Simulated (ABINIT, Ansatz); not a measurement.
# A GW chain in ABINIT: Sr2H6Os (Fm-3m), part 2 of 3

How does a plane-wave GW calculation on Sr2H6Os (Fm-3m) run from the first input to the gap?

ABINIT 10.8.3; PBEsol and many-body steps on it, plane waves. Known limits of the many-body steps: not at the basis limit; no spin polarisation; d states lean on the start; no spin-orbit coupling; coarse k mesh.

So far. Step 2 (Ground state): The gap is indirect, with the least direct gap 0.06 eV higher.

### Step 3. Bands along the symmetry lines

Level of this step: DFT, PBEsol, plane waves, norm-conserving pseudopotentials (ABINIT).

Levels along a band path, at the cheap level, show where the edges lie and whether the meshes to come will hold them.

run.abi

```
acell 3*1.0 Angstrom
rprim 
  -0.000000000000 3.812277830000 3.812277830000
  3.812277830000 -0.000000000000 3.812277830000
  3.812277830000 3.812277830000 0.000000000000
ntypat 3
znucl 38 1 76
natom 9
typat 1 1 2 2 2 2 2 2 3
xred 
  0.750000000000 0.750000000000 0.750000000000
  0.250000000000 0.250000000000 0.250000000000
  0.773847590000 0.773847590000 0.226152410000
  0.226152410000 0.773847590000 0.226152410000
  0.773847590000 0.226152410000 0.226152410000
  0.226152410000 0.226152410000 0.773847590000
  0.773847590000 0.226152410000 0.773847590000
  0.226152410000 0.773847590000 0.773847590000
  0.000000000000 0.000000000000 0.000000000000
pp_dirpath "pseudos"
pseudos "Sr.upf, H.upf, Os.upf"
ecut 33
iscf -2
irdden 1
kptopt 0
nkpt 26
kpt 
  0.00000000 0.00000000 0.00000000
  0.12500000 0.00000000 0.12500000
  0.25000000 0.00000000 0.25000000
  0.37500000 0.00000000 0.37500000
  0.50000000 0.00000000 0.50000000
  0.53125000 0.06250000 0.53125000
  0.56250000 0.12500000 0.56250000
  0.59375000 0.18750000 0.59375000
  0.62500000 0.25000000 0.62500000
  0.37500000 0.37500000 0.75000000
  0.28125000 0.28125000 0.56250000
  0.18750000 0.18750000 0.37500000
  0.09375000 0.09375000 0.18750000
  0.00000000 0.00000000 0.00000000
  0.12500000 0.12500000 0.12500000
  0.25000000 0.25000000 0.25000000
  0.37500000 0.37500000 0.37500000
  0.50000000 0.50000000 0.50000000
  0.50000000 0.43750000 0.56250000
  0.50000000 0.37500000 0.62500000
  0.50000000 0.31250000 0.68750000
  0.50000000 0.25000000 0.75000000
  0.50000000 0.18750000 0.68750000
  0.50000000 0.12500000 0.62500000
  0.50000000 0.06250000 0.56250000
  0.50000000 0.00000000 0.50000000
istwfk *1
nband 28
nbdbuf 2
tolwfr 1e-08
nstep 40
prtwf 0
prtvol 0
indata_prefix "in"
outdata_prefix "out"
tmpdata_prefix "tmp"
```

Run with:

```console
$ OMP_NUM_THREADS=1 mpirun -n 4 abinit run.abi > log
```

Numbers of over 12 decimals in the logs are rounded to 6 here.

The program printed:

```text
.Version 10.8.3 of ABINIT. v10.8.2 released Aug 2026.

 Symmetries : space group Fm -3 m (#225); Bravais cF (face-center cubic)
[... echo of the input left out ...]
== DATASET  1 ==================================================================
-   mpi_nproc: 4, omp_nthreads: 1 (-1 if OMP is not activated)

--- !DatasetInfo
iteration_state: {dtset: 1, }
dimensions: {natom: 9, nkpt: 26, mband: 28, nsppol: 1, nspinor: 1, nspden: 1, mpw: 6855, }
cutoff_energies: {ecut:  33.0, pawecutdg:  -1.0, }
electrons: {nelect:   4.20000000E+01, charge:   0.00000000E+00, occopt:   1.00000000E+00, tsmear:   1.00000000E-02, }

 Real(R)+Recip(G) space primitive vectors, cartesian coordinates (Bohr,Bohr^-1):
 R(1)=  0.0000000  7.2041610  7.2041610  G(1)= -0.0694043  0.0694043  0.0694043
 R(2)=  7.2041610  0.0000000  7.2041610  G(2)=  0.0694043 -0.0694043  0.0694043
 R(3)=  7.2041610  7.2041610  0.0000000  G(3)=  0.0694043  0.0694043 -0.0694043
 Unit cell volume ucvol=  7.4779099E+02 bohr^3
 Angles (23,13,12)=  6.00000000E+01  6.00000000E+01  6.00000000E+01 degrees

 getcut: wavevector=  0.0000  0.0000  0.0000  ngfft=  54  54  54
         ecut(hartree)=     33.000   => boxcut(ratio)=   2.05032

--- Pseudopotential description ------------------------------------------------
- Sr Generated using ONCVPSP code by D. R. Hamann
- 38.00000  10.00000  180301                  znucl, zion, pspdat
12 -116133 2 -1 1834                          pspcod,pspxc,lmax,lloc,mmax
     nproj     2     2     2     0
  pspatm : epsatm=   12.46451298
         --- l  ekb(1:nproj) -->
             0   10.029206    1.044171
             1    7.472414    1.670829
             2    4.142950    0.968140
 pspatm: atomic psp has been read  and splines computed

- H Generated using ONCVPSP code by D. R. Hamann
-  1.00000   1.00000  180301                  znucl, zion, pspdat
12 -116133 1 -1 1180                          pspcod,pspxc,lmax,lloc,mmax
     nproj     2     1     0     0
  pspatm : epsatm=    0.35585368
         --- l  ekb(1:nproj) -->
[...]
1   -0.494138
 pspatm: atomic psp has been read  and splines computed

- Os Generated using ONCVPSP code by D. R. Hamann
- 76.00000  16.00000  180301                  znucl, zion, pspdat
12 -116133 3 -1 1328                          pspcod,pspxc,lmax,lloc,mmax
     nproj     2     2     2     2
  pspatm : epsatm=   26.11825285
         --- l  ekb(1:nproj) -->
[...]
pspatm: atomic psp has been read  and splines computed

--------------------------------------------------------------------------------

================================================================================
 prteigrs : about to open file out_EIG
 Non-SCF case, kpt    1 (  0.00000  0.00000  0.00000), residuals and eigenvalues=
  4.27E-09  1.08E-09  5.04E-09  9.05E-09  7.99E-09  5.51E-09  2.28E-09  3.90E-09
[...]
Non-SCF case, kpt   26 (  0.50000  0.00000  0.50000), residuals and eigenvalues=
[...]
-9.3279E-03  1.8496E-02  4.6666E-02  7.0538E-02  1.2287E-01  1.2287E-01
  1.5884E-01  1.8275E-01  1.8275E-01  2.7031E-01  3.0755E-01  3.4722E-01
[...]
--- !ResultsGS
iteration_state: {dtset: 1, }
comment   : Summary of ground state results
lattice_vectors:
- [ -0.0000000,   7.2041610,   7.2041610, ]
- [  7.2041610,  -0.0000000,   7.2041610, ]
- [  7.2041610,   7.2041610,   0.0000000, ]
lattice_lengths: [  10.18822,   10.18822,   10.18822, ]
lattice_angles: [ 60.000,  60.000,  60.000, ] # degrees, (23, 13, 12)
lattice_volume:   7.4779099E+02
convergence: {deltae:  0.000E+00, res2:  0.000E+00, residm:  9.964E-09, diffor:  0.000E+00, }
etotal    :  -1.73213497E+02
entropy   :   0.00000000E+00
fermie    :   1.85073637E-01
cartesian_stress_tensor: null
pressure_GPa: null
xred      :
- [  7.5000E-01,   7.5000E-01,   7.5000E-01, Sr]
- [  2.5000E-01,   2.5000E-01,   2.5000E-01, Sr]
- [  7.7385E-01,   7.7385E-01,   2.2615E-01,  H]
- [  2.2615E-01,   7.7385E-01,   2.2615E-01,  H]
- [  7.7385E-01,   2.2615E-01,   2.2615E-01,  H]
- [  2.2615E-01,   2.2615E-01,   7.7385E-01,  H]
- [  7.7385E-01,   2.2615E-01,   7.7385E-01,  H]
- [  2.2615E-01,   7.7385E-01,   7.7385E-01,  H]
- [  0.0000E+00,   0.0000E+00,   0.0000E+00, Os]
cartesian_forces: null
force_length_stats: {min: null, max: null, mean: null, }

 Integrated electronic density in atomic spheres:
 ------------------------------------------------
 Atom  Sphere_radius  Integrated_density
[...]
================================================================================

 ----iterations are completed or convergence reached----

 Mean square residual over all n,k,spin=   51.406E-10; max=  99.639E-10
 reduced coordinates (array xred) for    9 atoms
[...]
0.226152410000      0.773847590000      0.773847590000
       0.000000000000      0.000000000000      0.000000000000

 cartesian coordinates (angstrom) at end:
[...]
length scales=  1.889726125908  1.889726125908  1.889726125908 bohr
              =  1.000000000000  1.000000000000  1.000000000000 angstroms
 prteigrs : about to open file out_EIG
 Eigenvalues (hartree) for nkpt=  26  k points:
 kpt#   1, nband= 28, wtk=  1.00000, kpt=  0.0000  0.0000  0.0000 (reduced coord)
[...]
kpt#   2, nband= 28, wtk=  1.00000, kpt=  0.1250  0.0000  0.1250 (reduced coord)
[...]
kpt#   3, nband= 28, wtk=  1.00000, kpt=  0.2500  0.0000  0.2500 (reduced coord)
[...]
kpt#  25, nband= 28, wtk=  1.00000, kpt=  0.5000  0.0625  0.5625 (reduced coord)
[...]
0.35688    0.36420    0.42331    0.42680
 kpt#  26, nband= 28, wtk=  1.00000, kpt=  0.5000  0.0000  0.5000 (reduced coord)
[...]
-0.40136   -0.38836   -0.38836   -0.38697   -0.00933    0.01850    0.04667    0.07054
   0.12287    0.12287    0.15884    0.18275    0.18275    0.27031    0.30755    0.34722
   0.35905    0.35905    0.42763    0.42838

== END DATASET(S) ==============================================================
================================================================================

 -outvars: echo values of variables after computation  --------
            nband          28
             nkpt          26
          spgroup         225
 [... the other variables as echoed above ...]

 Calculation completed.
```

Wall time 33 s (4 MPI ranks of Arm Neoverse V2, shared host); peak memory 0.38 GiB; 2.2 min of CPU time.

Numbers from this step:

```yaml
gap: 2.319 eV
k_of_the_valence_top: 0, 0, 0
k_of_the_conduction_bottom: 0.5, 0, 0.5
least_direct_gap: 2.383 eV
```

The gap is 2.319 eV, as in the run before at this level.

The electronic bands at the labelled points (eV, zero at the top of the highest filled band):

| point | band 18 | band 19 | band 20 | band 21 | band 22 | band 23 | band 24 | band 25 |
| --- | --- | --- | --- | --- | --- | --- | --- | --- |
| Γ | -2.39 | 0.00 | 0.00 | 0.00 | 3.88 | 4.02 | 4.02 | 7.35 |
| halfway | -2.06 | -0.32 | -0.02 | -0.02 | 3.35 | 3.71 | 5.36 | 5.56 |
| X | -1.69 | -0.71 | -0.06 | -0.06 | 2.32 | 3.33 | 4.41 | 4.73 |
| halfway | -1.66 | -0.59 | -0.07 | -0.07 | 2.40 | 3.44 | 4.29 | 4.61 |
| U | -1.59 | -0.39 | -0.10 | -0.09 | 2.59 | 3.76 | 4.25 | 4.34 |
| jump to K | -1.59 | -0.39 | -0.10 | -0.09 | 2.59 | 3.76 | 4.25 | 4.34 |
| halfway | -1.87 | -0.24 | -0.07 | -0.05 | 3.64 | 3.98 | 4.68 | 5.46 |
| Γ | -2.39 | 0.00 | 0.00 | 0.00 | 3.88 | 4.02 | 4.02 | 7.35 |
| halfway | -2.04 | -0.18 | -0.04 | -0.04 | 3.98 | 3.98 | 4.96 | 5.07 |
| L | -1.67 | -0.39 | -0.09 | -0.09 | 3.91 | 4.09 | 4.09 | 4.81 |
| halfway | -1.63 | -0.26 | -0.16 | -0.08 | 2.98 | 4.07 | 4.31 | 4.44 |
| W | -1.74 | -0.23 | -0.23 | -0.05 | 2.65 | 3.95 | 3.95 | 4.33 |
| halfway | -1.71 | -0.49 | -0.10 | -0.06 | 2.47 | 3.54 | 4.21 | 4.53 |
| X | -1.69 | -0.71 | -0.06 | -0.06 | 2.32 | 3.33 | 4.41 | 4.73 |

### Step 4. Empty states on the mesh, 2×2×2 mesh, 221 bands

The sums over transitions need many empty states on a uniform mesh; this step solves for them.

run.abi

```
acell 3*1.0 Angstrom
rprim 
  -0.000000000000 3.812277830000 3.812277830000
  3.812277830000 -0.000000000000 3.812277830000
  3.812277830000 3.812277830000 0.000000000000
ntypat 3
znucl 38 1 76
natom 9
typat 1 1 2 2 2 2 2 2 3
xred 
  0.750000000000 0.750000000000 0.750000000000
  0.250000000000 0.250000000000 0.250000000000
  0.773847590000 0.773847590000 0.226152410000
  0.226152410000 0.773847590000 0.226152410000
  0.773847590000 0.226152410000 0.226152410000
  0.226152410000 0.226152410000 0.773847590000
  0.773847590000 0.226152410000 0.773847590000
  0.226152410000 0.773847590000 0.773847590000
  0.000000000000 0.000000000000 0.000000000000
pp_dirpath "pseudos"
pseudos "Sr.upf, H.upf, Os.upf"
ecut 33
ngkpt 2 2 2
nshiftk 1
shiftk 0 0 0
kptopt 1
chksymbreak 0
iscf -2
irdden 1
istwfk *1
nband 221
nbdbuf 20
tolwfr 1e-09
nstep 60
prtvol 0
indata_prefix "in"
outdata_prefix "out"
tmpdata_prefix "tmp"
```

The program printed:

```text
.Version 10.8.3 of ABINIT. v10.8.2 released Aug 2026.

 Symmetries : space group Fm -3 m (#225); Bravais cF (face-center cubic)
[... echo of the input left out ...]
== DATASET  1 ==================================================================
-   mpi_nproc: 4, omp_nthreads: 1 (-1 if OMP is not activated)
-    --> not optimal distribution: autoparal keyword recommended in input file <--

--- !DatasetInfo
iteration_state: {dtset: 1, }
dimensions: {natom: 9, nkpt: 3, mband: 221, nsppol: 1, nspinor: 1, nspden: 1, mpw: 6855, }
cutoff_energies: {ecut:  33.0, pawecutdg:  -1.0, }
electrons: {nelect:   4.20000000E+01, charge:   0.00000000E+00, occopt:   1.00000000E+00, tsmear:   1.00000000E-02, }

 Real(R)+Recip(G) space primitive vectors, cartesian coordinates (Bohr,Bohr^-1):
 R(1)=  0.0000000  7.2041610  7.2041610  G(1)= -0.0694043  0.0694043  0.0694043
 R(2)=  7.2041610  0.0000000  7.2041610  G(2)=  0.0694043 -0.0694043  0.0694043
 R(3)=  7.2041610  7.2041610  0.0000000  G(3)=  0.0694043  0.0694043 -0.0694043
 Unit cell volume ucvol=  7.4779099E+02 bohr^3
 Angles (23,13,12)=  6.00000000E+01  6.00000000E+01  6.00000000E+01 degrees

 getcut: wavevector=  0.0000  0.0000  0.0000  ngfft=  54  54  54
         ecut(hartree)=     33.000   => boxcut(ratio)=   2.05032

--- Pseudopotential description ------------------------------------------------
- Sr Generated using ONCVPSP code by D. R. Hamann
- 38.00000  10.00000  180301                  znucl, zion, pspdat
12 -116133 2 -1 1834                          pspcod,pspxc,lmax,lloc,mmax
     nproj     2     2     2     0
  pspatm : epsatm=   12.46451298
         --- l  ekb(1:nproj) -->
             0   10.029206    1.044171
             1    7.472414    1.670829
             2    4.142950    0.968140
 pspatm: atomic psp has been read  and splines computed

- H Generated using ONCVPSP code by D. R. Hamann
-  1.00000   1.00000  180301                  znucl, zion, pspdat
12 -116133 1 -1 1180                          pspcod,pspxc,lmax,lloc,mmax
     nproj     2     1     0     0
  pspatm : epsatm=    0.35585368
         --- l  ekb(1:nproj) -->
[...]
1   -0.494138
 pspatm: atomic psp has been read  and splines computed

- Os Generated using ONCVPSP code by D. R. Hamann
- 76.00000  16.00000  180301                  znucl, zion, pspdat
12 -116133 3 -1 1328                          pspcod,pspxc,lmax,lloc,mmax
     nproj     2     2     2     2
  pspatm : epsatm=   26.11825285
         --- l  ekb(1:nproj) -->
[...]
pspatm: atomic psp has been read  and splines computed

--------------------------------------------------------------------------------

================================================================================
 prteigrs : about to open file out_EIG
 Non-SCF case, kpt    1 (  0.00000  0.00000  0.00000), residuals and eigenvalues=
[...]
-2.8975E+00 -1.4060E+00 -1.4060E+00 -1.4060E+00 -1.0539E+00 -1.0514E+00
 -3.9931E-01 -3.9931E-01 -3.9931E-01 -3.8943E-01 -3.8943E-01 -3.8943E-01
 -6.1514E-02  3.5209E-02  3.5209E-02  9.7290E-02  9.7290E-02  9.7290E-02
[...]
2.8800E+00  2.8800E+00  2.8800E+00  2.9369E+00  2.9369E+00  2.9394E+00
  2.9394E+00  2.9394E+00  2.9649E+00  2.9874E+00  2.9874E+00  2.9874E+00
  2.9990E+00  3.0401E+00  3.0401E+00  3.1012E+00  3.1048E+00
 prteigrs : prtvol=0 or 1, do not print more k-points.

--- !ResultsGS
iteration_state: {dtset: 1, }
comment   : Summary of ground state results
lattice_vectors:
- [ -0.0000000,   7.2041610,   7.2041610, ]
- [  7.2041610,  -0.0000000,   7.2041610, ]
- [  7.2041610,   7.2041610,   0.0000000, ]
lattice_lengths: [  10.18822,   10.18822,   10.18822, ]
lattice_angles: [ 60.000,  60.000,  60.000, ] # degrees, (23, 13, 12)
lattice_volume:   7.4779099E+02
convergence: {deltae:  0.000E+00, res2:  0.000E+00, residm:  9.989E-10, diffor:  0.000E+00, }
etotal    :  -1.73213497E+02
entropy   :   0.00000000E+00
fermie    :   1.85073637E-01
cartesian_stress_tensor: null
pressure_GPa: null
xred      :
- [  7.5000E-01,   7.5000E-01,   7.5000E-01, Sr]
- [  2.5000E-01,   2.5000E-01,   2.5000E-01, Sr]
- [  7.7385E-01,   7.7385E-01,   2.2615E-01,  H]
- [  2.2615E-01,   7.7385E-01,   2.2615E-01,  H]
- [  7.7385E-01,   2.2615E-01,   2.2615E-01,  H]
- [  2.2615E-01,   2.2615E-01,   7.7385E-01,  H]
- [  7.7385E-01,   2.2615E-01,   7.7385E-01,  H]
- [  2.2615E-01,   7.7385E-01,   7.7385E-01,  H]
- [  0.0000E+00,   0.0000E+00,   0.0000E+00, Os]
cartesian_forces: null
force_length_stats: {min: null, max: null, mean: null, }

 Integrated electronic density in atomic spheres:
 ------------------------------------------------
 Atom  Sphere_radius  Integrated_density
[...]
================================================================================

 ----iterations are completed or convergence reached----

 Mean square residual over all n,k,spin=   42.487E-11; max=  99.891E-11
 reduced coordinates (array xred) for    9 atoms
[...]
0.226152410000      0.773847590000      0.773847590000
       0.000000000000      0.000000000000      0.000000000000

 cartesian coordinates (angstrom) at end:
    1      5.718417     5.718417     5.718417
    2      1.906139     1.906139     1.906139
    3      3.812278     3.812278     5.900244
[...]
8      5.900244     3.812278     3.812278
    9      0.000000     0.000000     0.000000
 length scales=  1.889726125908  1.889726125908  1.889726125908 bohr
              =  1.000000000000  1.000000000000  1.000000000000 angstroms
 prteigrs : about to open file out_EIG
 Eigenvalues (hartree) for nkpt=   3  k points:
 kpt#   1, nband=221, wtk=  0.12500, kpt=  0.0000  0.0000  0.0000 (reduced coord)
[...]
2.83432    2.85071    2.85071    2.85071    2.87997    2.87997    2.87997    2.93690
   2.93690    2.93938    2.93938    2.93938    2.96486    2.98744    2.98744    2.98744
   2.99904    3.04010    3.04013    3.10122    3.10482
 prteigrs : prtvol=0 or 1, do not print more k-points.

== END DATASET(S) ==============================================================
================================================================================

 -outvars: echo values of variables after computation  --------
            nband         221
             nkpt           3
          spgroup         225
 [... the other variables as echoed above ...]

 Calculation completed.
```

Wall time 61 s (4 MPI ranks); peak memory 0.42 GiB; 4 min of CPU time.

Numbers from this step:

* gap: 2.319 eV
* k of the valence top: 0, 0, 0
* k of the conduction bottom: 0.5, 0.5, 0
* least direct gap: 2.383 eV
* k points computed: 3
* lowest point of the top converged band, above the valence top: 70.4247 eV

On this mesh the gap is 2.319 eV.

### Step 5. Screening, 2×2×2 mesh, 201 bands, screening to 176.9 eV

The RPA dielectric matrix is built and inverted for each q.

This step: RPA screening on PBEsol, plane waves, norm-conserving pseudopotentials.

Changes to run.abi since step 4:

```diff
@@ -27,10 +27,11 @@
 chksymbreak 0
-iscf -2
-irdden 1
 istwfk *1
-nband 221
-nbdbuf 20
-tolwfr 1e-09
-nstep 60
-prtvol 0
+occopt 1
+irdwfk 1
+optdriver 3
+nband 201
+ecuteps 6.5
+inclvkb 2
+awtr 1
+symchi 1
 indata_prefix "in"
```

The program printed:

```text
.Version 10.8.3 of ABINIT. v10.8.2 released Aug 2026.

 Symmetries : space group Fm -3 m (#225); Bravais cF (face-center cubic)
[... echo of the input left out ...]
== DATASET  1 ==================================================================
-   mpi_nproc: 4, omp_nthreads: 1 (-1 if OMP is not activated)

--- !DatasetInfo
iteration_state: {dtset: 1, }
dimensions: {natom: 9, nkpt: 3, mband: 201, nsppol: 1, nspinor: 1, nspden: 1, mpw: 6855, }
cutoff_energies: {ecut:  33.0, pawecutdg:  -1.0, }
electrons: {nelect:   4.20000000E+01, charge:   0.00000000E+00, occopt:   1.00000000E+00, tsmear:   1.00000000E-02, }

 SCREENING: Calculation of the susceptibility and dielectric matrices

 Based on a program developped by R.W. Godby, V. Olevano, G. Onida, and L. Reining.
 Incorporated in ABINIT by V. Olevano, G.-M. Rignanese, and M. Torrent.
.Using double precision arithmetic ; gwpc =  8

[... cell and pseudopotentials left out ...]
--------------------------------------------------------------------------------

 ==== K-mesh for the wavefunctions ====
 Number of points in the irreducible wedge :     3
[... list of points left out ...]
 Together with 48 symmetry operations and time-reversal symmetry
 yields     8 points in the full Brillouin Zone.

 ==== Q-mesh for the screening function ====
 Number of points in the irreducible wedge :     3
[... list of points left out ...]
 Together with 48 symmetry operations and time-reversal symmetry
 yields     8 points in the full Brillouin Zone.

 setmesh: FFT mesh size selected  =    40x   40x   40
          total number of points  =        64000

 vcoul_init : cutoff-mode = AUXILIARY_FUNCTION
 q-points for optical limit:   1
     1)      0.000010    0.000020    0.000030

- screening: taking advantage of time-reversal symmetry
- Maximum band index for partially occupied states nbvw = 21
- Remaining bands to be divided among processors   nbcw = 180
- Number of bands treated by each node ~45

 Number of electrons calculated from density =   42.0000; Expected =   42.0000
 average of density, n =  0.056165
 r_s =    1.6199
 omega_plasma =   22.8607 [eV]

 calculating chi0 at frequencies [eV] :
  1    0.000000E+00    0.000000E+00
  2    0.000000E+00    2.286073E+01

--------------------------------------------------------------------------------
  q-point number  1        q = ( 0.000000, 0.000000, 0.000000) [r.l.u.]
--------------------------------------------------------------------------------
[... chi0 elements left out ...]
 For q-point:  0.000010 0.000020 0.000030
  dielectric constant =   4.3555
  dielectric constant without local fields =   5.3432

  Average fulfillment of the sum rule on Im[epsilon] for q-point    1 :     81.89  [%]
[... wings left out ...]
  q-point number  2        q = ( 0.500000, 0.000000, 0.000000) [r.l.u.]
--------------------------------------------------------------------------------
[... chi0 elements left out ...]
  Average fulfillment of the sum rule on Im[epsilon] for q-point    2 :     86.43  [%]

 [... 1 further q-points ...]
```

The job ended after 34 s (4 MPI ranks; peak memory 1.7 GiB; 2.2 min of CPU time).

Numbers from this step:

```
ε∞ with local fields, on this mesh, along the program's q direction : 4.356
the same without local fields                                       : 5.343
plasma frequency                                                    : 22.86 eV
plane waves in the screening matrix                                 : 609
```

Local fields lower ε∞ by 18 %. On a Γ-centred mesh this coarse the value itself is usually too large, while a short band sum pulls it down.

(Continued in part 3 of 3.)

[Paths, hosts, dates, memory and timing lines, banners, echoed tables and standing remarks are left out of the program output.]

[Logs are printed without paths, hosts, clocks, repeated set-up lines and the standing remarks that a program may print on its own settings, such as how far it seeks lower states.]

[Runs of the session that timed out or met a known fault of the program may be left out.]

[Hosts, paths, dates, database ids (printed as entryN), source tags and the programs' standing remarks are cut or masked in the printed files.]

[G0W0 gaps are taken among the corrected bands and points alone; a level outside them can change the order at an edge.]

[Where Ansatz stands beside ABINIT at settings called matched, ABINIT's density can come from a denser mesh and the files from another edition; pairs whose starting gaps differed by over 0.03 eV were left out, so agreement reads better than it is.]
